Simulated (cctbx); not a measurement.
**A crystallographic session in cctbx: NdSc6Sn6**

Library: cctbx 2025.11. The data are simulated by the first script.

## 1. Simulate the data

run.py:

```python
from cctbx import adptbx, crystal, miller, sgtbx, xray
from cctbx.array_family import flex
from iotbx.shelx import hklf
from scitbx import matrix
import scitbx.random

cs = crystal.symmetry(unit_cell=(5.939, 5.939, 9.874, 90, 90, 120), space_group_symbol='Hall: -P 6 2')  # P6/mmm
atoms = [  # label, site, U (iso, or U11 U22 U33 U12 U13 U23 in A^2), occupancy
    ("Nd1", (0, 0, 0), (0.0257, 0.0257, 0.0178, 0.0129, -0.0000, -0.0000), 1),
    ("Sn1", (0, 0, 0.3311), (0.0194, 0.0194, 0.0208, 0.0097, -0.0000, -0.0000), 1),
    ("Sn2", (1/3, 2/3, 0.5), (0.0331, 0.0331, 0.0182, 0.0166, 0.0000, 0.0000), 1),
    ("Sn3", (1/3, 2/3, 0), (0.0313, 0.0313, 0.0187, 0.0157, -0.0000, -0.0000), 1),
    ("Sc1", (0, 0.5, 0.2425), (0.0276, 0.0232, 0.0198, 0.0138, 0.0000, 0.0000), 1),
]
xs = xray.structure(crystal_symmetry=cs)
for label, site, u, occ in atoms:
    u = adptbx.u_cif_as_u_star(cs.unit_cell(), u) if isinstance(u, tuple) else u
    xs.add_scatterer(xray.scatterer(label, site=site, u=u, occupancy=occ))
xs.set_inelastic_form_factors(0.71073, "sasaki")
xs.show_summary()
p1 = xs.expand_to_p1()
ms = miller.build_set(p1, anomalous_flag=True, d_min=0.77)
flex.set_random_seed(299603)
scitbx.random.set_random_seed(299603)
ms = ms.select(flex.random_double(ms.size()) < 0.95)
i = ms.structure_factors_from_scatterers(p1, algorithm="direct").f_calc().as_intensity_array().data()
i = i * 40000 / flex.max(i)
sig = flex.sqrt(i + flex.pow2(0.04 * i) + 4 ** 2)
noise = scitbx.random.variate(scitbx.random.normal_distribution())(i.size())
data = ms.array(data=i + sig * noise, sigmas=sig).set_observation_type_xray_intensity()
with open("data.hkl", "w") as f:
    data.export_as_shelx_hklf(f)
print("reflections written:", data.size(), " <I/sigma> = %.1f" % flex.mean(data.data() / data.sigmas()))
for h, a, b in list(data.sort("data"))[:12]:
    print("%4d%4d%4d %9.1f %7.1f" % (h + (a, b)))
```

```console
$ python run.py
```

```text
Number of scatterers: 5
At special positions: 5
Unit cell: (5.939, 5.939, 9.874, 90, 90, 120)
Space group: P 6/m m m (No. 191)
reflections written: 2643  <I/sigma> = 13.2
   1  -2   0   42316.2  1612.5
   1   1   0   41432.5  1612.5
  -2   1   0   41186.2  1612.5
  -1  -1   0   41100.1  1612.5
  -1   2   0   40277.9  1612.5
   0   0  -4   40116.5  1546.4
   2  -1   0   39891.3  1612.5
   0   0   4   39316.0  1546.4
  -2   4   0   37843.9  1471.9
   4  -2   0   37100.8  1471.9
   2   2   0   36839.9  1471.9
  -4   2   0   35945.5  1471.9
```

It took 0.25 s on 1 thread of Arm Neoverse V2, with other jobs on the host, peak memory 0.07 GiB.

## 2. Symmetry

run.py:

```python
from cctbx import crystal, sgtbx, statistics
from cctbx.array_family import flex
from iotbx.shelx import hklf

p1 = crystal.symmetry(unit_cell=(5.939, 5.939, 9.874, 90, 90, 120), space_group_symbol="P 1")
raw = hklf.reader(file_name="data.hkl").as_miller_arrays(crystal_symmetry=p1, anomalous=True)[0]
print(raw.size(), "reflections to d = %.3f A" % raw.d_min())
isig = raw.data() / raw.sigmas()
print("centring   violations  <I/sigma> of those")
best = "P"
for c in "ABCIRF":
    a = raw.customized_copy(space_group_info=sgtbx.space_group_info("Hall: %s 1" % c)).sys_absent_flags().data()
    m = flex.mean(isig.select(a))
    print("%5s %10d of %5d %8.1f" % (c, (isig.select(a) > 4).count(True), a.count(True), m))
    if (isig.select(a) > 4).count(True) < 0.01 * a.count(True):
        best = c
raw = raw.select(~raw.customized_copy(space_group_info=sgtbx.space_group_info("Hall: %s 1" % best)).sys_absent_flags().data())
isig = raw.data() / raw.sigmas()
rows = []
for s in sgtbx.space_group_symbol_iterator():
    g = sgtbx.space_group(s)
    if g.conventional_centring_type_symbol() != best or not g.is_compatible_unit_cell(p1.unit_cell(), 1e-3, 0.02):
        continue
    rows.append((s, g))
print("Laue class    unique    Rint  (classes that these axes allow; Friedel mates merged)")
rint = {}
for s, g in rows:
    laue = g.build_derived_patterson_group()
    key = laue.type().hall_symbol()
    if key not in rint:
        m = raw.customized_copy(space_group_info=laue.info(), anomalous_flag=False).merge_equivalents()
        rint[key] = m.r_int()
        print("%-14s %6d %7.3f" % (laue.type().lookup_symbol(), m.array().size(), m.r_int()))
floor = min(rint.values())
good = [(s, g) for s, g in rows if rint[g.build_derived_patterson_group().type().hall_symbol()] < 2 * floor + 0.03]
top = max(g.build_derived_patterson_group().order_z() for s, g in good)
print("space group    extra absences  I>4sigma  <I/sigma>")
for s, g in good:
    laue = g.build_derived_patterson_group()
    if laue.order_z() != top:
        continue
    a = raw.customized_copy(space_group_info=g.info()).sys_absent_flags().data()
    a &= ~raw.customized_copy(space_group_info=laue.info()).sys_absent_flags().data()
    bad = (isig.select(a) > 4).count(True)
    if bad <= 0.03 * a.count(True):
        print("%-16s %8d %10d %9s  %s" % (s.universal_hermann_mauguin(), a.count(True), bad, "%.1f" % flex.mean(isig.select(a)) if a.count(True) else "-", "centric" if g.is_centric() else "acentric"))
laue = max(good, key=lambda t: t[1].build_derived_patterson_group().order_z())[1].build_derived_patterson_group()
f = raw.customized_copy(space_group_info=laue.info(), anomalous_flag=False).merge_equivalents().array().eliminate_sys_absent().f_sq_as_f()
f.set_observation_type_xray_amplitude()
bins = max(3, min(8, f.size() // 12))
f.setup_binner(n_bins=bins)
w = statistics.wilson_plot(f, {e: n / laue.order_z() for e, n in {'Nd': 1.0, 'Sn': 6.0, 'Sc': 6.0}.items()}, e_statistics=True)
print("Wilson B = %.2f A^2   <|E^2-1|> = %.3f (0.968 centric, 0.736 acentric)   E^2>4: %.1f %%" % (w.wilson_b, w.mean_e_sq_minus_1, w.percent_e_sq_gt_2))
print("shell (A)         n   <I/sigma>")
m = raw.customized_copy(space_group_info=laue.info(), anomalous_flag=False).merge_equivalents().array().eliminate_sys_absent()
for b in m.setup_binner(n_bins=bins).range_used():
    sel = m.binner().selection(b)
    print("%5.2f - %4.2f %6d %8.1f" % (min(m.binner().bin_d_range(b)[0] if m.binner().bin_d_range(b)[0] > 0 else 99, 99), m.binner().bin_d_range(b)[1], sel.count(True), flex.mean((m.data() / m.sigmas()).select(sel))))
```

```console
$ python run.py
```

```text
2643 reflections to d = 0.772 A
centring   violations  <I/sigma> of those
    A       1054 of  1328     13.6
    B       1051 of  1322     13.5
    C       1029 of  1346     13.2
    I       1054 of  1325     13.6
    R       1350 of  1761     13.1
    F       1567 of  1998     13.4
Laue class    unique    Rint  (classes that these axes allow; Friedel mates merged)
P -1             1385   0.025
P 1 1 2/m         741   0.030
P -3              471   0.031
P -3 1 m          276   0.033
P -3 m 1          304   0.032
P 6/m             255   0.033
P 6/m m m         182   0.034
space group    extra absences  I>4sigma  <I/sigma>
P 6 2 2                 0          0         -  acentric
P 6 m m                 0          0         -  acentric
P -6 m 2                0          0         -  acentric
P -6 2 m                0          0         -  acentric
P 6/m m m               0          0         -  centric
Wilson B = 2.02 A^2   <|E^2-1|> = 0.803 (0.968 centric, 0.736 acentric)   E^2>4: 1.1 %
shell (A)         n   <I/sigma>
 9.87 - 1.54     32     44.7
 1.54 - 1.23     26     53.1
 1.23 - 1.07     22     49.5
 1.07 - 0.97     19     46.9
 0.97 - 0.90     24     56.9
 0.90 - 0.85     17     41.3
 0.85 - 0.81     23     40.7
 0.81 - 0.77     19     45.9
```

Time: 0.28 s.

## 3. Patterson map

run.py:

```python
from cctbx import crystal, maptbx
from iotbx.shelx import hklf

cs = crystal.symmetry(unit_cell=(5.939, 5.939, 9.874, 90, 90, 120), space_group_symbol='Hall: -P 6 2')  # P6/mmm
raw = hklf.reader(file_name="data.hkl").as_miller_arrays(crystal_symmetry=cs, anomalous=True)[0]
merged = raw.eliminate_sys_absent().merge_equivalents()
fo2 = merged.array().set_observation_type_xray_intensity()
f = fo2.average_bijvoet_mates().f_sq_as_f()
pm = f.patterson_map(symmetry_flags=maptbx.use_space_group_symmetry, sharpening=True, resolution_factor=0.25)
peaks = pm.peak_search(parameters=maptbx.peak_search_parameters(min_distance_sym_equiv=0.4, max_clusters=14)).all()
top = peaks.heights()[0]
print("Patterson group", f.patterson_symmetry().space_group_info())
print("      u       v       w   height  length (A)")
for x, h in zip(peaks.sites(), peaks.heights()):
    y = [t - round(t) for t in x]
    print("%7.3f %7.3f %7.3f %8.1f %8.2f" % (x + (1000 * h / top, cs.unit_cell().length(y))))
```

```console
$ python run.py
```

```text
Patterson group P 6/m m m
      u       v       w   height  length (A)
  0.000   0.000   0.000   1000.0     0.00
  0.333   0.667   0.000    492.0     3.43
  0.000   0.000   0.500    477.3     4.94
  0.333   0.667   0.500    462.0     6.01
  0.000   0.000   0.333    450.7     3.29
  0.333   0.667   0.331    219.9     4.74
  0.333   0.667   0.169    190.3     3.81
  0.167   0.333   0.249    129.1     3.00
  0.000   0.500   0.237     89.9     3.78
  0.000   0.500   0.431     83.7     5.19
  0.000   0.500   0.092     79.6     3.10
  0.000   0.147   0.071     47.9     1.12
  0.171   0.506   0.250     46.6     4.33
  0.000   0.154   0.257     46.5     2.70
```

Time: 0.23 s.

## 4. Charge flipping

run.py:

```python
import itertools
from cctbx import crystal, maptbx
from cctbx.array_family import flex
from iotbx.shelx import hklf
from smtbx.ab_initio import charge_flipping as cf

cs = crystal.symmetry(unit_cell=(5.939, 5.939, 9.874, 90, 90, 120), space_group_symbol='Hall: -P 6 2')  # P6/mmm
raw = hklf.reader(file_name="data.hkl").as_miller_arrays(crystal_symmetry=cs, anomalous=True)[0]
merged = raw.eliminate_sys_absent().merge_equivalents()
fo2 = merged.array().set_observation_type_xray_intensity()
f = fo2.average_bijvoet_mates().f_sq_as_f().resolution_filter(d_min=0.9)
p1 = f.expand_to_p1()
p1.setup_binner_counting_sorted(reflections_per_bin=max(40, p1.size() // 12))
work = p1.array(data=p1.data() / p1.amplitude_quasi_normalisations().data())
flex.set_random_seed(27885)
it = cf.weak_reflection_improved_iterator(delta=None, weak_reflection_fraction=0.3)
it.start(work, phases=flex.random_double(p1.size()) * 6.2832, f_000=0)
it.delta = 1 * it.rho_map.sigma()
print("cycle      R  skewness")
for n, st in enumerate(itertools.islice(it, 150)):
    if n % 12 == 0:
        print("%5d %6.3f %8.2f" % (n, st.r1_factor(), st.rho_map.skewness()))
rho = p1.phase_transfer(it.f_calc).fft_map().apply_volume_scaling()
polish = cf.low_density_elimination_iterator(constant_rho_c=rho.sigma())
polish.start(f_obs=p1, phases=it.f_calc, f_000=0)
for _ in range(8):
    next(polish)
print("origin shift          correlation  skewness")
maps = []
for fc, shift, cc in itertools.islice(cf.f_calc_symmetrisations(f, polish.f_calc, 0), 4):
    m = f.phase_transfer(fc).fft_map(symmetry_flags=maptbx.use_space_group_symmetry, resolution_factor=0.25).apply_sigma_scaling()
    maps.append((m.skewness(), cc, m))
    print("%6.3f %6.3f %6.3f %10.3f %9.2f" % (tuple(shift) + (cc, m.skewness())))
skew, cc, m = max((t for t in maps if t[1] > maps[0][1] - 0.04), key=lambda t: t[0])
print("taken: symmetry correlation %.3f, skewness %.2f" % (cc, skew))
peaks = m.peak_search(parameters=maptbx.peak_search_parameters(min_distance_sym_equiv=0.9, max_clusters=10)).all()
sps = cs.special_position_settings(min_distance_sym_equiv=0.5)
print("peak      x       y       z  mult  height/sigma")
for k, (x, h) in enumerate(zip(peaks.sites(), peaks.heights())):
    ss = sps.site_symmetry(x)
    print("Q%-3d %7.4f %7.4f %7.4f %4d %8.1f" % ((k + 1,) + tuple(t % 1 for t in ss.exact_site()) + (ss.multiplicity(), h)))
```

```console
$ python run.py
```

```text
cycle      R  skewness
    0  0.682     0.34
   12  0.517     1.58
   24  0.488     2.01
   36  0.507     2.13
   48  0.518     2.22
   60  0.494     2.15
   72  0.495     2.29
   84  0.500     2.16
   96  0.487     2.22
  108  0.506     2.20
  120  0.500     2.46
  132  0.524     3.46
  144  0.498     3.42
origin shift          correlation  skewness
 0.092  0.678  0.425      0.867      3.38
 0.759  0.011  0.420      0.844      2.33
 0.092  0.679  0.186      0.852      2.01
 0.758  0.012  0.174      0.837      1.72
taken: symmetry correlation 0.867, skewness 3.38
peak      x       y       z  mult  height/sigma
Q1    0.0000  0.0000  0.3275    2     12.6
Q2    0.3333  0.6667  0.1769    4      9.3
Q3    0.3333  0.6667  0.5000    2      9.0
Q4    0.0000  0.0000  0.1782    2      6.9
Q5    0.0000  0.0000  0.0000    1      4.0
Q6    0.0000  0.5000  0.2711    6      2.3
Q7    0.3333  0.6667  0.0000    2      2.0
Q8    0.0000  0.2971  0.2466   12      1.6
Q9    0.0000  0.0000  0.5000    1      1.2
Q10   0.0000  0.5000  0.0816    6      1.1
```

Time: 0.54 s.

## 5. Refinement (model from the peaks)

run.py:

```python
import math
from cctbx import adptbx, crystal, maptbx, sgtbx, xray
from cctbx.array_family import flex
from cctbx.xray import observations
from iotbx.shelx import hklf
from scitbx.lstbx import normal_eqns_solving
from smtbx import absolute_structure, utils
from smtbx.refinement import constraints, least_squares

cs = crystal.symmetry(unit_cell=(5.939, 5.939, 9.874, 90, 90, 120), space_group_symbol='Hall: -P 6 2')  # P6/mmm
atoms = [  # label, site, U (iso, or U11 U22 U33 U12 U13 U23 in A^2), occupancy
    ("Sn1", (0, 0, 0.3275), 0.0200, 1),
    ("Sn2", (0.3333, 0.6667, 0.1769), 0.0200, 1),
    ("Sc1", (0.3333, 0.6667, 0.5), 0.0200, 1),
    ("Sc2", (0, 0, 0.1782), 0.0200, 1),
    ("Sc3", (0.3333, 0.6667, 0), 0.0200, 1),
]
xs = xray.structure(crystal_symmetry=cs)
for label, site, u, occ in atoms:
    u = adptbx.u_cif_as_u_star(cs.unit_cell(), u) if isinstance(u, tuple) else u
    xs.add_scatterer(xray.scatterer(label, site=site, u=u, occupancy=occ))
xs.set_inelastic_form_factors(0.71073, "sasaki")
raw = hklf.reader(file_name="data.hkl").as_miller_arrays(crystal_symmetry=cs, anomalous=True)[0]
merged = raw.eliminate_sys_absent().merge_equivalents()
fo2 = merged.array().set_observation_type_xray_intensity()
print("Rint %.3f, %d unique reflections to %.2f A" % (merged.r_int(), fo2.size(), fo2.d_min()))
for sc in xs.scatterers():
    sc.flags.set_grad_site(True)
    sc.flags.set_grad_u_aniso(sc.flags.use_u_aniso())
    sc.flags.set_grad_u_iso(sc.flags.use_u_iso())
obs = fo2.as_xray_observations()
extra = {}
rep = constraints.reparametrisation(xs, [], utils.connectivity_table(xs), **extra)
ls = least_squares.crystallographic_ls(obs, rep, weighting_scheme=least_squares.mainstream_shelx_weighting(a=0, b=0))
print("cycle     R1     wR2    GooF  max shift (A)")
for cycle in range(6):
    ls.build_up()
    r1, wr2, goof = ls.r1_factor(cutoff_factor=2)[0], ls.wR2(), ls.goof()
    old = xs.sites_cart()
    normal_eqns_solving.levenberg_marquardt_iterations(ls, n_max_iterations=3, tau=0.0001, step_threshold=1e-7)
    big = flex.max((xs.sites_cart() - old).norms())
    print("%4d %7.4f %7.4f %7.3f %9.5f" % (cycle + 1, r1, wr2, goof, big))
    ls.build_up(objective_only=True)
    if abs(ls.wR2() - wr2) < 5e-5 and big < 5e-4:
        break
ls.build_up()
print("final R1 %.4f wR2 %.4f GooF %.3f  parameters %d  data/parameter %.1f" % (ls.r1_factor(cutoff_factor=2)[0], ls.wR2(), ls.goof(), ls.n_parameters, fo2.size() / ls.n_parameters))
cov = ls.covariance_matrix_and_annotations()
su = dict(zip(cov.annotations, (math.sqrt(max(v, 0)) for v in cov.matrix.matrix_packed_u_diagonal())))
a2 = cs.unit_cell().reciprocal_parameters()[0] ** -2
print("atom        x        y        z      Ueq    occ   su(xyz)  su(Uiso or U11)")
for sc in xs.scatterers():
    s = max(su.get(sc.label + k, 0) for k in (".x", ".y", ".z"))
    npd = "" if sc.is_positive_definite_u(cs.unit_cell()) else "  NPD"
    print("%-5s %8.5f %8.5f %8.5f %8.4f %6.3f %8.5f %7.4f%s" % ((sc.label,) + sc.site + (sc.u_iso_or_equiv(cs.unit_cell()), sc.occupancy, s, su.get(sc.label + ".uiso", su.get(sc.label + ".u11", 0) * a2), npd)))
fo = fo2.f_sq_as_f()
fc = fo.structure_factors_from_scatterers(xs, algorithm="direct").f_calc()
diff = fo.f_obs_minus_f_calc(1 / math.sqrt(ls.scale_factor()), fc).average_bijvoet_mates()
m = diff.fft_map(symmetry_flags=maptbx.use_space_group_symmetry, resolution_factor=0.25).apply_volume_scaling()
print("difference map: max %.2f min %.2f rms %.2f" % (m.statistics().max(), m.statistics().min(), m.statistics().sigma()))
peaks = m.peak_search(parameters=maptbx.peak_search_parameters(min_distance_sym_equiv=0.6, max_clusters=5)).all()
near = xs.closest_distances(peaks.sites(), distance_cutoff=4)
sps = cs.special_position_settings(min_distance_sym_equiv=0.5)
for k, (x, h) in enumerate(zip(peaks.sites(), peaks.heights())):
    ss = sps.site_symmetry(x)
    print("Q%-3d %7.4f %7.4f %7.4f %4d %7.2f  %.2f A from %s" % ((k + 1,) + tuple(t % 1 for t in ss.exact_site()) + (ss.multiplicity(), h, near.smallest_distances[k], xs.scatterers()[near.i_seqs[k]].label)))
```

```console
$ python run.py
```

```text
Rint 0.034, 182 unique reflections to 0.77 A
cycle     R1     wR2    GooF  max shift (A)
   1  0.8768  0.9889  58.228   0.08200
   2  0.7020  0.9238  54.394   0.06336
   3  0.6809  0.9122  53.711   0.03596
   4  0.7810  0.9602  56.533   0.03936
   5  0.6630  0.8995  52.962   0.02863
   6  0.7729  0.9573  56.367   0.03007
final R1 0.6710 wR2 0.9034 GooF 53.189  parameters 8  data/parameter 22.8
atom        x        y        z      Ueq    occ   su(xyz)  su(Uiso or U11)
Sn1    0.00000  0.00000  0.33948   0.0054  1.000  0.00700  0.0153
Sn2    0.33333  0.66667  0.16603   0.0001  1.000  0.00197  0.0106
Sc1    0.33333  0.66667  0.50000   0.0001  1.000  0.00000  0.0202
Sc2    0.00000  0.00000  0.16180   0.0001  1.000  0.01770  0.0300
Sc3    0.33333  0.66667  0.00000   0.5890  1.000  0.00000  1.4962
difference map: max 361.94 min -165.98 rms 21.40
Q1    0.0000  0.0000  0.3376    2  364.61  0.02 A from Sn1
Q2    0.0000  0.0000  0.1567    2  298.39  0.05 A from Sc2
Q3    0.3333  0.6667  0.1707    4  217.52  0.05 A from Sn2
Q4    0.3333  0.6667  0.5000    2   72.63  0.00 A from Sc1
Q5    0.0000  0.5000  0.2505    6   48.27  1.91 A from Sn2
```

Time: 0.58 s.

Figures of merit this high mean that the model is still wrong or incomplete.

## 6. Charge flipping

run.py, as its changes from the last script of this kind:

```diff
@@ -13,3 +13,2 @@
-p1.setup_binner_counting_sorted(reflections_per_bin=max(40, p1.size() // 12))
-work = p1.array(data=p1.data() / p1.amplitude_quasi_normalisations().data())
-flex.set_random_seed(27885)
+work = p1
+flex.set_random_seed(27886)
@@ -20,2 +19,2 @@
-for n, st in enumerate(itertools.islice(it, 150)):
-    if n % 12 == 0:
+for n, st in enumerate(itertools.islice(it, 300)):
+    if n % 25 == 0:
```

```console
$ python run.py
```

```text
cycle      R  skewness
    0  0.676     0.53
   25  0.216     4.74
   50  0.227     4.49
   75  0.222     4.48
  100  0.207     4.43
  125  0.210     4.39
  150  0.226     4.47
  175  0.212     4.40
  200  0.203     4.31
  225  0.209     4.40
  250  0.219     4.42
  275  0.208     4.38
origin shift          correlation  skewness
 0.211  0.357  0.415      0.838      0.03
 0.185  0.396  0.076      0.864     -0.02
 0.549  0.016  0.415      0.850     -0.04
 0.311  0.540  0.352      0.845      2.27
taken: symmetry correlation 0.845, skewness 2.27
peak      x       y       z  mult  height/sigma
Q1    0.0000  0.0000  0.3473    2     11.0
Q2    0.3333  0.6667  0.1668    4      8.8
Q3    0.3333  0.6667  0.3326    4      5.3
Q4    0.0000  0.0000  0.1347    2      3.9
Q5    0.3333  0.6667  0.5000    2      2.6
Q6    0.0000  0.3341  0.2470   12      2.3
Q7    0.0000  0.3683  0.0958   12      1.9
Q8    0.1903  0.3807  0.1555   12      1.8
Q9    0.1207  0.2414  0.3283   12      1.7
Q10   0.1097  0.5549  0.0000    6      1.7
```

It took 0.57 s on 1 thread of Arm Neoverse V2 (shared host), peak memory 0.07 GiB.

[Logs are printed without paths, hosts, clocks, repeated set-up lines and the standing remarks that a program may print on its own settings, such as how far it seeks lower states.]
